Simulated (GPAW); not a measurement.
**How ZnS (Wurtzite-2H) absorbs and reflects light**

Wanted: where ZnS (Wurtzite-2H) starts to absorb, how strongly, and its refractive index. The cell comes from an older database entry, whose edges can differ from later determinations, mostly by under a per cent.

Main program and level: GPAW 26.7.0; DFT, LDA, plane-wave PAW (GPAW data sets), scalar-relativistic, RPA, optical limit.

This is a report of a sequence of runs, with most program output left out.

The database entry behind the starting cell differs from later determinations by our own check (about 0.4 % short), so it need not match the best structure at ambient conditions.

## 1. Starting point

It takes space group P6_3mc (No. 186, hexagonal). Conventional cell: a = 3.811 Å, b = 3.811 Å, c = 6.234 Å, α = 90.00°, β = 90.00°, γ = 120.00°. Zn has 4 S at 2.31 to 2.40 Å nearest. S has 4 Zn at 2.31 to 2.40 Å nearest. Farther neighbours and most contacts between anions are not listed.

Structure file:

```
Zn S
1.0
     3.81100    0.00000    0.00000
    -1.90550    3.30042    0.00000
     0.00000    0.00000    6.23400
Zn S
2 2
Direct
  0.66667 0.33333 0.50000
  0.33333 0.66667 0.00000
  0.66667 0.33333 0.88500
  0.33333 0.66667 0.38500
```

## 2. Ground state

First the ground state: is it a metal or has it a gap?

This step: DFT, LDA, plane-wave PAW (GPAW data sets), scalar-relativistic, ground state (GPAW 26.7.0).

Contents of gs.py:

```python
from ase import Atoms
from ase.dft.bandgap import bandgap
from gpaw import GPAW, PW, FermiDirac

atoms = Atoms(['Zn', 'Zn', 'S', 'S'],
              cell=[[3.811000000000, 0.000000000000, 0.000000000000],
                    [-1.905500000000, 3.300422813800, 0.000000000000],
                    [0.000000000000, 0.000000000000, 6.234000000000]],
              scaled_positions=[[0.666666666700, 0.333333333300, 0.500000000000],
                                [0.333333333300, 0.666666666700, 0.000000000000],
                                [0.666666666700, 0.333333333300, 0.885000000000],
                                [0.333333333300, 0.666666666700, 0.385000000000]],
              pbc=[True, True, True])
atoms.calc = GPAW(mode=PW(500), xc='LDA', kpts={'size': (9, 9, 4), 'gamma': True},
                  occupations=FermiDirac(0.05), maxiter=150, txt='gs.txt')
print('energy (eV)', atoms.get_potential_energy())
print('Fermi level (eV)', atoms.calc.get_fermi_level())
print('valence electrons', atoms.calc.get_number_of_electrons())
print('gap (eV)', bandgap(atoms.calc, output=None)[0])
print('direct gap (eV)', bandgap(atoms.calc, direct=True, output=None)[0])
atoms.calc.write('gs.gpw')
```

Launch:

```sh
$ OMP_NUM_THREADS=1 python gs.py
```

Run time: 63 s. Hardware: 1 thread of Intel Xeon at 2.50GHz (Skylake/Cascade Lake), shared host; peak memory 0.19 GiB.

This step gave:

- energy: -16.52 eV
- Fermi energy: 4.519 eV
- gap on the k-mesh: 1.991 eV
- direct gap on the mesh: 1.991 eV
- electrons: 36

There is a gap, 1.99 eV on this mesh (points off the mesh can give less), so no carriers' term is needed.

## 3. Bands for the response

At the fixed density, many empty bands are solved on the mesh of the response, since the spectrum sums over them.

This step: DFT, LDA, plane-wave PAW (GPAW data sets), scalar-relativistic, bands at fixed density (GPAW 26.7.0).

Contents of nscf.py:

```python
from ase.dft.bandgap import bandgap
from gpaw import GPAW, FermiDirac

calc = GPAW('gs.gpw').fixed_density(kpts={'size': (9, 9, 5), 'gamma': True}, nbands=61, convergence={'bands': 55},
                                    occupations=FermiDirac(0.001), txt='nscf.txt')
print('gap (eV)', bandgap(calc, output=None)[0])
print('direct gap (eV)', bandgap(calc, direct=True, output=None)[0])
print('top band over the Fermi level (eV)', min(calc.get_eigenvalues(kpt=k)[54] for k in range(len(calc.get_ibz_k_points()))) - calc.get_fermi_level())
calc.write('full.gpw', mode='all')
```

Launch:

```sh
$ OMP_NUM_THREADS=1 python nscf.py
```

Run time: 4.8 min. Hardware: 1 thread; peak memory 0.28 GiB.

## 4. Dielectric function, RPA

Local fields let the induced charge screen the field inside the cell, which as a rule lowers ε, most along directions where the density is uneven.

This step: DFT, LDA, plane-wave PAW (GPAW data sets), scalar-relativistic, RPA, optical limit (GPAW 26.7.0).

Contents of df.py:

```python
from gpaw.response.df import DielectricFunction

df = DielectricFunction('full.gpw', frequencies={'type': 'nonlinear', 'domega0': 0.03, 'omega2': 8},
                        ecut=50,
                        eta=0.15,
                        nbands=55,
                        txt='df.txt')
for direction in ['x', 'z']:
    df.get_dielectric_function(xc='RPA', direction=direction, filename=f'df_{direction}.csv')
```

Launch:

```sh
$ OMP_NUM_THREADS=1 python df.py
```

It took 52 s on 1 thread; peak memory 0.32 GiB.

Read-outs, printed or worked out from the files:

* electronic dielectric constant ε∞, mean over x, y and z (by symmetry where fewer were run): 5.942
* main peak of Im epsilon, first axis: 5.543 eV

The Im ε has structure finer than the step of the table below, so its rows give means over 0.5 eV, whole bins alone (the curve runs from 0 to 14.0 eV). Peaks (eV: height): E ∥ x 5.56: 10.1, 6.66: 8.46; E ∥ z 2.78: 2.66, 4.89: 11.2, 5.37: 11.2, 6.60: 7.82.

Values under the direct gap are tails of Lorentzian lines. The Im ε by photon energy; means over each step:

| photon energy (eV) | E ∥ x | E ∥ z |
| --- | --- | --- |
| 0.5 | 0.0307 | 0.0327 |
| 1.0 | 0.0721 | 0.0780 |
| 1.5 | 0.177 | 0.202 |
| 2.0 | 0.665 | 0.759 |
| 2.5 | 0.798 | 1.05 |
| 3.0 | 1.45 | 1.55 |
| 3.5 | 2.76 | 1.96 |
| 4.0 | 3.29 | 3.77 |
| 4.5 | 6.31 | 6.71 |
| 5.0 | 7.64 | 9.81 |
| 5.5 | 9.36 | 8.73 |
| 6.0 | 6.50 | 5.96 |
| 6.5 | 7.61 | 7.20 |
| 7.0 | 7.30 | 6.81 |
| 7.5 | 5.77 | 5.18 |
| 8.0 | 4.43 | 4.53 |
| 8.5 | 4.13 | 4.32 |
| 9.0 | 3.90 | 3.53 |
| 9.5 | 3.19 | 3.01 |
| 10.0 | 2.79 | 2.58 |
| 10.5 | 2.71 | 2.61 |
| 11.0 | 2.33 | 1.96 |
| 11.5 | 1.65 | 2.01 |
| 12.0 | 1.64 | 1.59 |
| 12.5 | 1.29 | 1.07 |
| 13.0 | 1.17 | 1.04 |
| 13.5 | 1.03 | 1.13 |

The Re ε by photon energy:

| photon energy (eV) | E ∥ x | E ∥ z |
| --- | --- | --- |
| 0.0 | 5.92 | 5.98 |
| 0.5 | 5.97 | 6.03 |
| 1.0 | 6.13 | 6.20 |
| 1.5 | 6.48 | 6.58 |
| 2.0 | 6.75 | 6.76 |
| 2.5 | 7.41 | 7.61 |
| 3.0 | 7.11 | 6.53 |
| 3.5 | 8.28 | 8.63 |
| 4.0 | 8.61 | 9.77 |
| 4.5 | 8.42 | 10.1 |
| 5.0 | 7.23 | 4.05 |
| 5.5 | 4.35 | 0.107 |
| 6.0 | 1.53 | 2.29 |
| 6.5 | 3.11 | 2.45 |
| 7.0 | -0.442 | -0.213 |
| 7.5 | -0.713 | -0.488 |
| 8.0 | -0.976 | -0.568 |
| 8.5 | -0.394 | -0.879 |
| 9.0 | -1.06 | -0.884 |
| 9.5 | -1.44 | -1.38 |
| 10.0 | -0.775 | -0.741 |
| 10.5 | -0.850 | -0.933 |
| 11.0 | -1.44 | -1.11 |
| 11.5 | -0.958 | -0.691 |
| 12.0 | -0.790 | -0.922 |
| 12.5 | -0.900 | -0.909 |
| 13.0 | -0.612 | -0.200 |
| 13.5 | -0.667 | -0.485 |

The Im ε, E ∥ x has structure finer than the step of the table below, so its rows give means over 0.5 eV, whole bins alone (the curve runs from 0 to 14.0 eV). Peaks (eV: height): without local fields 5.51: 12.0, 6.60: 12.1; with local fields 5.56: 10.1, 6.66: 8.46.

Values under the direct gap are tails of Lorentzian lines. The Im ε, E ∥ x by photon energy; means over each step:

| photon energy (eV) | without local fields | with local fields |
| --- | --- | --- |
| 0.5 | 0.0334 | 0.0307 |
| 1.0 | 0.0775 | 0.0721 |
| 1.5 | 0.184 | 0.177 |
| 2.0 | 0.658 | 0.665 |
| 2.5 | 0.804 | 0.798 |
| 3.0 | 1.45 | 1.45 |
| 3.5 | 2.80 | 2.76 |
| 4.0 | 3.48 | 3.29 |
| 4.5 | 6.91 | 6.31 |
| 5.0 | 8.74 | 7.64 |
| 5.5 | 11.1 | 9.36 |
| 6.0 | 8.22 | 6.50 |
| 6.5 | 11.0 | 7.61 |
| 7.0 | 9.54 | 7.30 |
| 7.5 | 7.35 | 5.77 |
| 8.0 | 5.59 | 4.43 |
| 8.5 | 5.13 | 4.13 |
| 9.0 | 4.16 | 3.90 |
| 9.5 | 3.18 | 3.19 |
| 10.0 | 2.97 | 2.79 |
| 10.5 | 2.62 | 2.71 |
| 11.0 | 1.87 | 2.33 |
| 11.5 | 1.45 | 1.65 |
| 12.0 | 1.40 | 1.64 |
| 12.5 | 1.07 | 1.29 |
| 13.0 | 1.04 | 1.17 |
| 13.5 | 0.874 | 1.03 |

Table of refractive index n and extinction k by photon energy:

| photon energy (eV) | n, E ∥ x | k, E ∥ x | n, E ∥ z | k, E ∥ z |
| --- | --- | --- | --- | --- |
| 0 | 2.43 | 0 | 2.44 | 0 |
| 1 | 2.48 | 0.0142 | 2.49 | 0.0153 |
| 2 | 2.60 | 0.178 | 2.61 | 0.204 |
| 3 | 2.68 | 0.226 | 2.57 | 0.246 |
| 4 | 2.98 | 0.493 | 3.17 | 0.549 |
| 5 | 2.98 | 1.28 | 2.71 | 1.81 |
| 6 | 1.95 | 1.51 | 2.05 | 1.39 |
| 7 | 1.86 | 1.98 | 1.84 | 1.89 |
| 8 | 1.36 | 1.68 | 1.41 | 1.60 |
| 9 | 1.21 | 1.59 | 1.17 | 1.50 |
| 10 | 1.05 | 1.37 | 0.983 | 1.31 |
| 11 | 0.805 | 1.44 | 0.748 | 1.29 |
| 12 | 0.724 | 1.15 | 0.664 | 1.17 |
| 13 | 0.595 | 0.983 | 0.642 | 0.782 |

The loss function −Im 1/ε at q → 0 has structure finer than the step of the table below, so its rows give means over 0.5 eV, whole bins alone (the curve runs from 0 to 14.0 eV). Peaks (eV: height): E ∥ z 12.92: 0.998.

Values under the direct gap are tails of Lorentzian lines. Loss function −Im 1/ε at q → 0 against energy loss; means over each step:

| energy loss (eV) | E ∥ x | E ∥ z |
| --- | --- | --- |
| 0.5 | 8.6e-4 | 9.0e-4 |
| 1.0 | 0.00190 | 0.00201 |
| 1.5 | 0.00413 | 0.00456 |
| 2.0 | 0.0146 | 0.0162 |
| 2.5 | 0.0139 | 0.0171 |
| 3.0 | 0.0254 | 0.0310 |
| 3.5 | 0.0364 | 0.0253 |
| 4.0 | 0.0389 | 0.0359 |
| 4.5 | 0.0574 | 0.0469 |
| 5.0 | 0.0716 | 0.0787 |
| 5.5 | 0.0894 | 0.116 |
| 6.0 | 0.142 | 0.148 |
| 6.5 | 0.116 | 0.127 |
| 7.0 | 0.137 | 0.146 |
| 7.5 | 0.169 | 0.191 |
| 8.0 | 0.216 | 0.218 |
| 8.5 | 0.238 | 0.221 |
| 9.0 | 0.242 | 0.264 |
| 9.5 | 0.273 | 0.289 |
| 10.0 | 0.329 | 0.356 |
| 10.5 | 0.331 | 0.338 |
| 11.0 | 0.317 | 0.408 |
| 11.5 | 0.443 | 0.432 |
| 12.0 | 0.483 | 0.455 |
| 12.5 | 0.538 | 0.585 |
| 13.0 | 0.663 | 0.890 |
| 13.5 | 0.699 | 0.776 |

At chosen wavelengths:

| wavelength (nm) | n x | k x | R (%) x | 1/α x | n z | k z | R (%) z | 1/α z |
| --- | --- | --- | --- | --- | --- | --- | --- | --- |
| 1550 | 2.46 | 0.011 | 17.8 | 12 µm | 2.47 | 0.011 | 18.0 | 11 µm |
| 633 | 2.63 | 0.162 | 20.3 | 310 nm | 2.64 | 0.193 | 20.5 | 261 nm |
| 450 | 2.80 | 0.326 | 23.0 | 110 nm | 2.79 | 0.452 | 23.4 | 79 nm |
| 365 | 2.96 | 0.432 | 25.4 | 67 nm | 2.93 | 0.261 | 24.5 | 111 nm |
| 308 | 3.00 | 0.505 | 26.2 | 49 nm | 3.19 | 0.582 | 28.7 | 42 nm |
| 248 | 2.98 | 1.283 | 31.8 | 15 nm | 2.71 | 1.812 | 36.4 | 11 nm |
| 193 | 2.38 | 1.515 | 30.6 | 10 nm | 2.28 | 1.540 | 30.6 | 10.0 nm |

Below the direct gap, k and the depth come from the tails of the Lorentzian lines, not from transitions.

Rows near the edge hang on the gap, which this functional as a rule makes too small, and phonon-assisted absorption is left out.

At 1064 nm the birefringence n(z) − n(x) is +0.015: the crystal is uniaxial positive at this level.

## 5. Results

```
electronic dielectric constant ε∞, mean over x, y and z (by symmetry where fewer were run) (RPA) : 5.94
main peak of Im epsilon, first axis                                                              : 5.54 eV
```

In words: At this level (LDA, RPA) ZnS has a mean ε∞ = 5.94 and n = 2.46 at 1550 nm (E ∥ x), and Im ε peaks at 5.5 eV (E ∥ x). On the mesh the gap is 1.99 eV and the least direct gap 1.99 eV. Local fields change the static value along x from 6.60 to 5.92 (-10 %). Distinct maxima of Im ε, read by a parabola through the highest points, lie at 2.81 eV (2.0), 3.67 eV (3.3), 5.54 eV (10) and 6.67 eV (8.5) for E ∥ x. The static values by axis are 5.92 (x), 5.98 (z). At 1064 nm the birefringence n(z) − n(x) is +0.015: the crystal is uniaxial positive at this level. Excitons and phonon-assisted transitions are missing; LDA gaps are as a rule too small, which pulls the onset down and ε∞ up. The sum runs over mesh points, so small or evenly spaced maxima can still be ripples of the mesh. In this version of GPAW the matrix elements of the optical limit are incomplete, which can lower ε − 1 by up to a tenth where first-row anions or d states rule, and shift it by more in d metals.

[Machine, clock and banner lines and Python warnings are left out of the logs.]

[Logs are printed without paths, hosts, clocks, repeated set-up lines and the standing remarks that a program may print on its own settings, such as how far it seeks lower states.]

[Hosts, paths, dates, database ids (printed as entryN), source tags and the programs' standing remarks are cut or masked in the printed files.]
